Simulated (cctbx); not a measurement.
**Symmetry from intensities**

Cell: a = 6.1510 Å, b = 10.8490 Å, c = 3.6740 Å, α = 90.00°, β = 90.00°, γ = 90.00°. Expected content of the cell: Pb2 Cd4 S4 O4.

Simulated single-crystal data (cctbx): Mo Kα, λ = 0.71073 Å, to d = 0.8 Å, 80 % of the full sphere, strongest reflection 20000 counts, noise from counting, a 6 % proportional error and a noise floor of 2 counts (s.d.); no absorption, some extinction.

A first pass over the reflections prints:

```text
1608 reflections to d = 0.800 A
centring   violations  <I/sigma> of those
    A        719 of   802     12.2
    B        695 of   796     12.3
    C        642 of   826     10.0
    I        702 of   798     12.2
    R        936 of  1060     12.2
    F       1028 of  1212     11.5
Laue class    unique    Rint  (classes that these axes allow; Friedel mates merged)
P -1              970   0.037
P 1 2/m 1         535   0.045
P 1 1 2/m         581   0.044
P 2/m 1 1         548   0.045
P m m m           335   0.049
space group    extra absences  I>4sigma  <I/sigma>
P 2 2 2                 0          0         -  acentric
P 21 2 2                6          0      -0.0  acentric
P 2 21 2               12          0      -0.7  acentric
P 21 21 2              18          0      -0.5  acentric
P m m 2                 0          0         -  acentric
P 2 m m                 0          0         -  acentric
P m 2 m                 0          0         -  acentric
P 21 a m               49          0       0.4  acentric
P b 21 m               73          0      -0.1  acentric
P m a 2                49          0       0.4  acentric
P b m 2                73          0      -0.1  acentric
P b a 2               122          0       0.1  acentric
P m m m                 0          0         -  centric
P b m m                73          0      -0.1  centric
P m a m                49          0       0.4  centric
P b a m               122          0       0.1  centric
Wilson B = 0.66 A^2   <|E^2-1|> = 0.756 (0.968 centric, 0.736 acentric)   E^2>4: 1.3 %
shell (A)         n   <I/sigma>
10.85 - 1.60     51     19.5
 1.60 - 1.27     43     24.5
 1.27 - 1.11     47     22.0
 1.11 - 1.01     37     24.3
 1.01 - 0.94     38     23.5
 0.94 - 0.88     38     23.1
 0.88 - 0.84     44     23.9
 0.84 - 0.80     37     24.8
```

Q: Read the symmetry from these tables.

Every centring test has many violations, so the lattice is primitive.

Rint stays low (0.037 to 0.049) up to P m m m, the highest class in these axes.

16 settings pass the absence test. The most absences obeyed, 122, belong to P b a 2 and P b a m, which absences can't tell apart.

⟨|E²−1|⟩ = 0.756 leans to a non-centrosymmetric structure. Here that hint misleads: the statistic assumes many like atoms on general positions, and few, heavy or special-position atoms break it. The Wilson B of 0.66 Å² means U ≈ 0.0084 Å².

The true group is Pbam (no. 55), Laue class mmm, centrosymmetric. The tables only narrow the choice to the tied entries; cell content, site symmetry and trial solutions must settle it.

The model is made up (kin elements in a known structure type, no relaxation), so it says nothing on whether the phase exists.

[Logs are printed without paths, hosts, clocks, repeated set-up lines and the standing remarks that a program may print on its own settings, such as how far it seeks lower states.]
